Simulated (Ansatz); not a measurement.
# KTaSe3 (model cell, started as cubic perovskite with Ta in the octahedra): a soft mode frozen in, part 2 of 3

Which phase does KTaSe3 (model cell, started as cubic perovskite with Ta in the octahedra) fall into along its unstable mode, and how much energy does it gain?

Ansatz 0.2.0; DFT LDA, scalar-relativistic, plane waves, PAW; PAW set soft_1.

So far, highest frequency on the path or at a solved wavevector (cm⁻¹): step 2 (response at finite wavevector) 303. Also lowest frequency on the path (cm⁻¹): step 2 -127.

The structure was built from a prototype and need not be the compound's stable phase.

### 5. Energy along the mode, all amplitudes (two of the runs are shown above)

An imaginary frequency means negative curvature, so the energy should fall and then rise again as anharmonic terms take over.

This step gave:

```
depth at the lowest point sampled  : 17.11 meV/atom
largest atomic shift at that point : 0.45 Å
```

The energy from the parent by largest atomic shift:

| largest atomic shift (Å) | energy from the parent (meV/atom) |
| --- | --- |
| 0.000 | 0 |
| 0.040 | -0.167 |
| 0.080 | -0.68 |
| 0.140 | -2.16 |
| 0.220 | -5.62 |
| 0.320 | -11.8 |
| 0.450 | -17.1 |
| 0.600 | -13.4 |

Displacement at unit largest shift by atom:

| atom | x (Å) | y (Å) | z (Å) | size |
| --- | --- | --- | --- | --- |
| K1 | 0.00 | 0.00 | 0.00 | 0.00 |
| K2 | 0.00 | 0.00 | 0.00 | 0.00 |
| Ta3 | 0.00 | 0.00 | 0.00 | 0.00 |
| Ta4 | 0.00 | 0.00 | 0.00 | 0.00 |
| Se5 | 1.00 | 0.00 | 0.00 | 1.00 |
| Se6 | -1.00 | 0.00 | 0.00 | 1.00 |
| Se7 | 0.00 | 0.00 | 0.00 | 0.00 |
| Se8 | 0.00 | 0.00 | 0.00 | 0.00 |
| Se9 | 0.00 | 0.00 | -1.00 | 1.00 |
| Se10 | 0.00 | 0.00 | 1.00 | 1.00 |

The lowest of the steps tried is at 0.45 Å, 17.1 meV/atom below the parent; the bottom of the well need not coincide with a step.

### 6. Relaxing from the distorted cell

Starting from the lowest point found, all atoms and the cell are let go, so that strain and other modes of the same symmetry can join in.

Input file input.yaml:

```yaml
crystal:
  lattice:
    - [4.998906978, 4.998906978, 0.0]
    - [4.998906978, 0.0, 4.998906978]
    - [4.998906978, 0.0, -4.998906978]
  atoms:
    - { symbol: K, position: [0.0, 0.0, 0.0] }
    - { symbol: K, position: [0.0, 0.5, 0.5] }
    - { symbol: Ta, position: [0.5, 0.25, 0.75] }
    - { symbol: Ta, position: [0.5, 0.75, 0.25] }
    - { symbol: Se, position: [0.5, 0.5450098393, 0.5450098393] }
    - { symbol: Se, position: [0.5, -0.0450098393, -0.0450098393] }
    - { symbol: Se, position: [0.0, 0.5, 0.0] }
    - { symbol: Se, position: [0.0, 0.0, 0.5] }
    - { symbol: Se, position: [0.5, 0.4549901607, 0.0450098393] }
    - { symbol: Se, position: [0.5, 0.0450098393, 0.4549901607] }
kpoints:
  mp_grid: { grid: [8, 8, 8] }
hamiltonian:
  xc: lda
  pseudopotentials: { kind: paw, azcp: { folder: soft_1 }, xc_functional: pbe }
scf:
  occupations: { method: methfessel_paxton, width: 0.2 }
output:
  forces: true
  stress: true
  eigenvalues: true
  write_density: true
  write_potential: true
  elf: true
  volumetric_format: npy
relax:
  adjacent_minimum: "off"
  f_tol: 0.002
  max_steps: 120
  cell: { stress_tol: 0.03 }
```

Command:

```console
> ansatz run input.yaml --threads 4 --pin off --max-ram 16384MiB --backend cpu --events-out ev --progress --plain --runs-dir out
```

Numbers of over 12 decimals in the logs are rounded to 6 here.

Output:

```text
[...]
Crystal: 10 atoms, lattice volume = 249.836 Å³
Basis set: ecut = 420 eV, 4909 PW (Γ)
Bands: 84, of which v1, the nominal top of the filled ones, is band 70 counted from 1 (69 counted from 0)
Symmetry: 16 space group operations
[...]
k-points: 59 of 512
[...]
SCF iter   1: F=—  HF=-54669.444362 eV  |F-HF|=—  |Δ(HF+E_count)|=         —  Δρ=4.43e-2  dr2=7.88e0  ethr=3.10e-3  ⟨swp⟩=7.3  Hψ=18019  notcnv=0
[...]
SCF iter  11: F=-54666.808842 eV  HF=-54666.808842 eV  |F-HF|=9.91e-9  |Δ(HF+E_count)|=   7.19e-9  S|Δr|=    0.00e0  Δρ=2.01e-6  dr2=2.65e-8  ethr=7.14e-11  ⟨swp⟩=16.2  Hψ=36391  notcnv=0
SCF 1 converged in 11 iterations: F = -54666.808842 eV  dr2 = 2.65e-8
[...]
relax step   1: F+E_penalty+E_count = -54666.80884192 eV  Δ(F+E_penalty+E_count) = +0.000e0 eV  max|allowed force component| = 4.543e-2 eV/Å  Δτ_max = 0.0000 Å  P = -1.473 GPa  Ω = 249.836 Å³  (11 SCF iters, dr2 threshold 1.00e-7 eV, accepted)
Crystal: 10 atoms, lattice volume = 241.463 Å³
Basis set: ecut = 420 eV, 4733 PW (Γ)
[...]
SCF iter   6: F=-54666.894079 eV  HF=-54666.894079 eV  |F-HF|=6.59e-8  |Δ(HF+E_count)|=   6.05e-7  S|Δr|=    0.00e0  Δρ=6.49e-6  dr2=9.73e-8  ethr=7.14e-10  ⟨swp⟩=12.1  Hψ=47181  notcnv=0
SCF 2 converged in 6 iterations: F = -54666.894079 eV  dr2 = 9.73e-8
relax step   2: F+E_penalty+E_count = -54666.89407855 eV  Δ(F+E_penalty+E_count) = -8.524e-2 eV  max|allowed force component| = 1.783e-1 eV/Å  Δτ_max = 0.0495 Å  P = +0.757 GPa  Ω = 241.463 Å³  energy of the carried Pulay correction = +8.444e-4 eV  (6 SCF iters, dr2 threshold 1.00e-6 eV, accepted)
Crystal: 10 atoms, lattice volume = 239.389 Å³
Basis set: ecut = 420 eV, 4677 PW (Γ)
[...]
SCF iter   6: F=-54666.969919 eV  HF=-54666.969919 eV  |F-HF|=3.38e-7  |Δ(HF+E_count)|=   1.75e-5  S|Δr|=    0.00e0  Δρ=9.79e-6  dr2=2.65e-7  ethr=7.14e-10  ⟨swp⟩=11.3  Hψ=46749  notcnv=0
SCF 3 converged in 6 iterations: F = -54666.969919 eV  dr2 = 2.65e-7
[...]
relax step   3: F+E_penalty+E_count = -54666.96991878 eV  Δ(F+E_penalty+E_count) = -7.584e-2 eV  max|allowed force component| = 9.588e-2 eV/Å  Δτ_max = 0.1317 Å  P = +0.346 GPa  Ω = 239.389 Å³  energy of the carried Pulay correction = +1.058e-3 eV  (6 SCF iters, dr2 threshold 1.00e-6 eV, accepted)
[...]
relax step   4: F+E_penalty+E_count = -54666.98751607 eV  Δ(F+E_penalty+E_count) = -1.760e-2 eV  max|allowed force component| = 1.324e-1 eV/Å  Δτ_max = 0.1908 Å  P = -0.267 GPa  Ω = 235.550 Å³  energy of the carried Pulay correction = +1.458e-3 eV  (9 SCF iters, dr2 threshold 1.00e-6 eV, accepted)
[...]
relax step   5: F+E_penalty+E_count = -54666.99825585 eV  Δ(F+E_penalty+E_count) = -1.074e-2 eV  max|allowed force component| = 1.316e-2 eV/Å  Δτ_max = 0.0550 Å  P = +0.123 GPa  Ω = 236.113 Å³  energy of the carried Pulay correction = +1.399e-3 eV  (6 SCF iters, dr2 threshold 1.00e-6 eV, accepted)
[...]
relax step   6: F+E_penalty+E_count = -54666.99842566 eV  Δ(F+E_penalty+E_count) = -1.698e-4 eV  max|allowed force component| = 3.783e-3 eV/Å  Δτ_max = 0.0018 Å  P = -0.036 GPa  Ω = 236.621 Å³  energy of the carried Pulay correction = +1.346e-3 eV  (5 SCF iters, dr2 threshold 7.75e-8 eV, accepted)
[...]
relax step   7: F+E_penalty+E_count = -54666.99845298 eV  Δ(F+E_penalty+E_count) = -2.731e-5 eV  max|allowed force component| = 2.731e-4 eV/Å  Δτ_max = 0.0000 Å  P = +0.000 GPa  Ω = 236.516 Å³  energy of the carried Pulay correction = +1.357e-3 eV  (5 SCF iters, dr2 threshold 5.76e-9 eV, accepted)
[...]
SCF iter   6: F=-54666.997270 eV  HF=-54666.997270 eV  |F-HF|=7.28e-12  |Δ(HF+E_count)|=  2.11e-10  S|Δr|=    0.00e0  Δρ=7.00e-8  dr2=3.72e-12  ethr=1.00e-12  ⟨swp⟩=7.4  Hψ=26508  notcnv=0
SCF 8 converged in 6 iterations: F = -54666.997270 eV  dr2 = 3.72e-12
relax step   8: F+E_penalty+E_count = -54666.99726979 eV  Δ(F+E_penalty+E_count) = +1.183e-3 eV  max|allowed force component| = 1.797e-4 eV/Å  Δτ_max = 0.0000 Å  P = -0.001 GPa  Ω = 236.516 Å³  stress off target by 2.06e-3 GPa  SCF on the basis re-selected at this cell (its energy is not comparable with the rows above)  (6 SCF iters)
basis re-selected at this cell: Δ(F+E_penalty+E_count) = +1.183e-3 eV, ΔP = -0.001 GPa vs the last step (what re-selecting the basis moved, of the pressure what is left beyond the Pulay correction that the steps carried, after the strain that the cell walked since its last selection, with what the two solves' SCF thresholds leave and, on support functions, any second-order correction that the steps lacked; it is no m [...]
SCF converged after 6 iterations
[...]
Free energy (F): -54666.997270 eV
[...]
Internal energy: -54667.000754 eV  (E = F + TS)
E sigma→0 (E₀):  -54666.998141 eV
Entropy (-TS):   0.003484 eV (0.348 meV/atom)
Fermi energy:    8.667940 eV
[...]
--- Forces (eV/Å), atoms counted from 1 ---
  atom   1  K      0.00000000    -0.00000000    -0.00000000
  atom   2  K      0.00000000     0.00000000     0.00000000
  atom   3  Ta     0.00000000    -0.00000000    -0.00000000
  atom   4  Ta    -0.00000000     0.00000000     0.00000000
  atom   5  Se    -0.00017974     0.00000000    -0.00000000
  atom   6  Se     0.00017974    -0.00000000     0.00000000
  atom   7  Se     0.00000000    -0.00000000     0.00000000
  atom   8  Se     0.00000000     0.00000000    -0.00000000
  atom   9  Se     0.00000000     0.00000000     0.00017974
  atom  10  Se     0.00000000     0.00000000    -0.00017974
  max |Σ_I F_I| component: 1.73e-18 eV/Å
--- Stress (GPa, compression-positive) ---
       -0.002058       0.000000       0.000000
        0.000000       0.001739       0.000000
        0.000000       0.000000      -0.002058
  P = ⅓ Tr σ = -0.0008 GPa (-0.008 kbar)
--- Band table (eV; the first three rows and the last of 59) ---
  k-point 0: bands = [... 66 lower, 7.8482, 8.2615, 8.4889, 8.8396, 8.8396, 9.2058, 9.2058, 9.6234, ... 10 higher]
  k-point 1: bands = [... 66 lower, 8.1306, 8.1725, 8.3519, 8.5624, 9.1037, 9.1493, 9.2001, 9.9523, ... 10 higher]
  k-point 2: bands = [... 66 lower, 7.9536, 8.1626, 8.3652, 8.4576, 9.2041, 9.2104, 9.5330, 10.3969, ... 10 higher]
  k-point 58: bands = [... 66 lower, 7.0359, 7.1527, 8.5066, 8.7682, 8.7682, 9.5434, 10.4629, 10.4629, ... 10 higher]
--- Relaxed structure (7 steps of the walk, 7 accepted, 1 SCFs on fresh bases) ---
  F+E_penalty+E_count = -54666.99726979 eV   max|allowed force component| = 1.797e-4 eV/Å   (the final SCF, on the basis selected at the relaxed cell)
  cell:  # Å, volume = 236.5160 Å³
    - [4.786858, 5.160948, 0]
    - [4.786858, 0, 4.786858]
    - [4.786858, 0, -4.786858]
  atoms:
    - { symbol: K, position: [0, -1.3884211089238138e-19, 8.328154442714828e-19] }
    - { symbol: K, position: [0, 0.5, 0.5] }
    - { symbol: Ta, position: [0.500000, 0.25, 0.75] }
    - { symbol: Ta, position: [0.500000, 0.75, 0.25] }
    - { symbol: Se, position: [0.500000, 0.576540, 0.576540] }
    - { symbol: Se, position: [0.500000, -0.076540, -0.076540] }
    - { symbol: Se, position: [0, 0.5, 0.0] }
    - { symbol: Se, position: [0, 0.0, 0.5] }
    - { symbol: Se, position: [0.500000, 0.423460, 0.076540] }
    - { symbol: Se, position: [0.500000, 0.076540, 0.423460] }
```

Wall time 3.8 min (4 threads of Arm Neoverse V1, shared host); peak memory 1.3 GiB; 15 min of CPU time.

The steps of the relaxation:

| step | energy less that of the first step (eV) | largest force component (eV/Å) | pressure (GPa) | volume (Å³) |
| --- | --- | --- | --- | --- |
| 1 | 0.0000 | 0.0454 | -1.47 | 249.84 |
| 2 | -0.0852 | 0.1783 | 0.76 | 241.46 |
| 3 | -0.1611 | 0.0959 | 0.35 | 239.39 |
| 4 | -0.1787 | 0.1324 | -0.27 | 235.55 |
| 5 | -0.1894 | 0.0132 | 0.12 | 236.11 |
| 6 | -0.1896 | 0.0038 | -0.04 | 236.62 |
| 7 | -0.1896 | 0.0003 | 0.00 | 236.52 |
| 8* | -0.1884 | 0.0002 | 0.00 | 236.52 |

Relaxation steps marked * repeat the geometry before them on a plane-wave basis chosen anew for their cell, so energy and pressure can jump there.

The run keeps the 16 symmetry operations that it works with, so distortions that break them were not tested.

| conventional cell, symmetrised | before | after | change |
| --- | --- | --- | --- |
| a (Å) | 7.070 | 6.770 | -4.2 % |
| b (Å) | 7.070 | 6.770 | -4.2 % |
| c (Å) | 9.998 | 10.322 | +3.2 % |
| volume (Å³/atom) | 24.98 | 23.65 | -5.3 % |

The atoms that moved most (Å, as changes of fractional coordinates times the final cell):

| atom | dx | dy | dz | length |
| --- | --- | --- | --- | --- |
| Se5 | 0.302 | 0.000 | 0.000 | 0.302 |
| Se6 | -0.302 | 0.000 | 0.000 | 0.302 |
| Se10 | 0.000 | 0.000 | 0.302 | 0.302 |
| Se9 | 0.000 | 0.000 | -0.302 | 0.302 |

Numbers from this step:

```
pressure        : -7.92e-4 GPa
volume per atom : 23.65 Å³
```

Electrostatic potential energy in the ac plane of the conventional cell at fractional y = 0.000, with atoms of K and Ta and Se within 0.2 Å of it. With pseudopotentials it is smooth inside the atoms' cores, unlike the true potential.

Values in eV, 13 rows by 16 columns, each cell a mean:
```
-36 -26  -2   8  10  10  11  12  12  11  10  10   9   4 -16 -34
 -1   4   9  12  12  11  10   9   8   9  11  12  12  10   6   1
  0  -5   5  11  11   8  -5 -23 -26 -14   5  11  12   9  -3  -2
  6  -6   2  11  11   7 -12 -32 -36 -22   3  10  12   8  -7   3
 -2   3  10  12  12  11   8   3   2   6  10  12  12  11   6   0
-26 -15   2   9  11  11  11  12  12  11  11  11  10   6  -8 -23
-43 -37  -7   6   9   9  10  12  12  11   9   9   8   1 -26 -42
-17  -7   5  10  11  11  11  11  11  11  11  11  11   8  -2 -14
 -4   1   9  12  12  10   5  -3  -5   2   9  12  12  11   4  -3
 10  -5   1  11  11   7 -14 -36 -39 -25   1  10  11   7  -8   6
 -3  -4   7  12  12   9   0 -14 -18  -7   7  11  12  10   0  -4
 -5   1   8  11  12  11  11  10  10  11  11  12  12  10   4  -3
-41 -32  -5   7   9   9  10  12  12  11   9   9   8   2 -22 -39
```
Columns run along a (6.8 Å; values clipped at the 3rd and 97th percentile), rows up along c (10.3 Å), edges of the conventional cell, whose origin can differ from the input's. Atoms in or near the plane, at fractional coordinates: K at (0.50, 0.75), K at (0.50, 0.25), Ta at (0.00, 0.00), Ta at (0.00, 0.50), Se at (0.00, 0.75), Se at (0.00, 0.25).

Valence density in the ac plane of the conventional cell at fractional y = 0.000, with atoms of K and Ta and Se within 0.2 Å of it. It is the smooth field of the valence electrons, not physical close to the nuclei.

Ten steps, logarithmic in the rise over the least value, from '_' (0 e/Å³) to '@' (38 e/Å³), each cell a mean:
```
++++--..________________________..==++
==--..____________________________::--
....______________________________....
::....__________......____________..::
++--..________..--====::________..::==
@@**::..______::==++++--..______..==%%
%%++::..______::==++++--..______..--##
--::..________..::----..________..::::
....______________________________....
::..______________________________..::
====::__________________________..--==
++++--..__....____________......::==++
++++--..________________________..==++
==--..____________________________::--
....______________________________....
::....__________......____________..::
++--..________..--====::________..::==
@@**::..______::==++++--..______..==%%
%%++::..______::==++++--..______..--##
--::..________..::----..________..::::
....______________________________....
::..______________________________..::
====::__________________________..--==
++++--..__....____________......::==++
```
Columns run along a (6.8 Å), rows up along c (10.3 Å), edges of the conventional cell, whose origin can differ from the input's. Atoms in or near the plane, at fractional coordinates: K at (0.50, 0.75), K at (0.50, 0.25), Ta at (0.00, 0.00), Ta at (0.00, 0.50), Se at (0.00, 0.75), Se at (0.00, 0.25).

ELF in the ac plane of the conventional cell at fractional y = 0.000, with atoms of K and Ta and Se within 0.2 Å of it. It is the smooth field of the valence electrons, not physical close to the nuclei.

Ten even steps from '0' (0.04) to '9' (0.85), each cell a mean:
```
5742467642357752276
6521355521145542136
3321122100001211223
8764100146520002578
6887301799984015887
1598403997896117973
3698403898996016984
8886200589972004788
6653100013210001456
3211233200013321113
7731466631256652157
2752467742367753375
5742467642357753276
6521355521145542136
3321122100001221223
8764100146530002578
6887301799984015887
1598403997896117973
3698403898996016984
8886200589972004788
6653100013210001456
3211233200013321113
7731466631256652157
2752467742367753375
```
Columns run along a (6.8 Å), rows up along c (10.3 Å), edges of the conventional cell, whose origin can differ from the input's. Atoms in or near the plane, at fractional coordinates: K at (0.50, 0.75), K at (0.50, 0.25), Ta at (0.00, 0.00), Ta at (0.00, 0.50), Se at (0.00, 0.75), Se at (0.00, 0.25).

The distorted start has space group I4/mcm; the relaxation ends in I4/mcm.

### 7. The new phase in its own primitive cell

The relaxed structure is symmetrised, reduced to its primitive cell and relaxed tightly, as its phonons need.

Input file input.yaml:

```yaml
crystal:
  lattice:
    - [-3.3848195134, 3.3848195134, 5.1609483207]
    - [3.3848195134, -3.3848195134, 5.1609483207]
    - [3.3848195134, 3.3848195134, -5.1609483207]
  atoms:
    - { symbol: K, position: [0.75, 0.25, 0.5] }
    - { symbol: K, position: [0.25, 0.75, 0.5] }
    - { symbol: Ta, position: [0.0, 0.0, 0.0] }
    - { symbol: Ta, position: [0.5, 0.5, 0.0] }
    - { symbol: Se, position: [0.1734597584, 0.6734597584, 0.8469195167] }
    - { symbol: Se, position: [0.8265402416, 0.3265402416, 0.1530804833] }
    - { symbol: Se, position: [0.75, 0.75, 0.0] }
    - { symbol: Se, position: [0.25, 0.25, 0.0] }
    - { symbol: Se, position: [0.6734597584, 0.8265402416, 0.5] }
    - { symbol: Se, position: [0.3265402416, 0.1734597584, 0.5] }
kpoints:
  mp_grid: { grid: [8, 8, 8] }
hamiltonian:
  xc: lda
  pseudopotentials: { kind: paw, azcp: { folder: soft_1 }, xc_functional: pbe }
scf:
  occupations: { method: methfessel_paxton, width: 0.2 }
output:
  forces: true
  stress: true
  eigenvalues: true
relax:
  adjacent_minimum: "off"
  f_tol: 0.001
  max_steps: 60
  cell: { stress_tol: 0.01 }
```

Output:

```text
[...]
Crystal: 10 atoms, lattice volume = 236.516 Å³
Basis set: ecut = 420 eV, 4617 PW (Γ)
Bands: 84, of which v1, the nominal top of the filled ones, is band 70 counted from 1 (69 counted from 0)
Symmetry: 16 space group operations
[...]
k-points: 59 of 512
[...]
- { symbol: Ta, position: [0.0, 0.0, 0.0] }
    - { symbol: Ta, position: [0.500000, 0.500000, 0.0] }
    - { symbol: Se, position: [0.173460, 0.673460, 0.846920] }
    - { symbol: Se, position: [0.826540, 0.326540, 0.153080] }
    - { symbol: Se, position: [0.750000, 0.750000, 0.0] }
    - { symbol: Se, position: [0.250000, 0.250000, 0.0] }
    - { symbol: Se, position: [0.673460, 0.826540, 0.500000] }
    - { symbol: Se, position: [0.326540, 0.173460, 0.500000] }
[key lines of the parts left out:]
SCF converged after 6 iterations
Free energy (F): -54666.997269 eV
Fermi energy:    8.667939 eV
P = ⅓ Tr σ = -0.0008 GPa (-0.008 kbar)
```

The job ended after 54 s (4 threads; peak memory 1.3 GiB).

Little changed from the start: no atom moved by 0.005 Å and no cell edge by 0.1 %.

The largest force component left is 0.13 meV/Å and the pressure is -0.001 GPa, within the tolerances set. The cell now holds 23.65 Å³/atom.

(Continued in part 3 of 3.)

[Logs are printed without paths, hosts, clocks, repeated set-up lines and the standing remarks that a program may print on its own settings, such as how far it seeks lower states.]

[Hosts, paths, dates, database ids (printed as entryN), source tags and the programs' standing remarks are cut or masked in the printed files.]
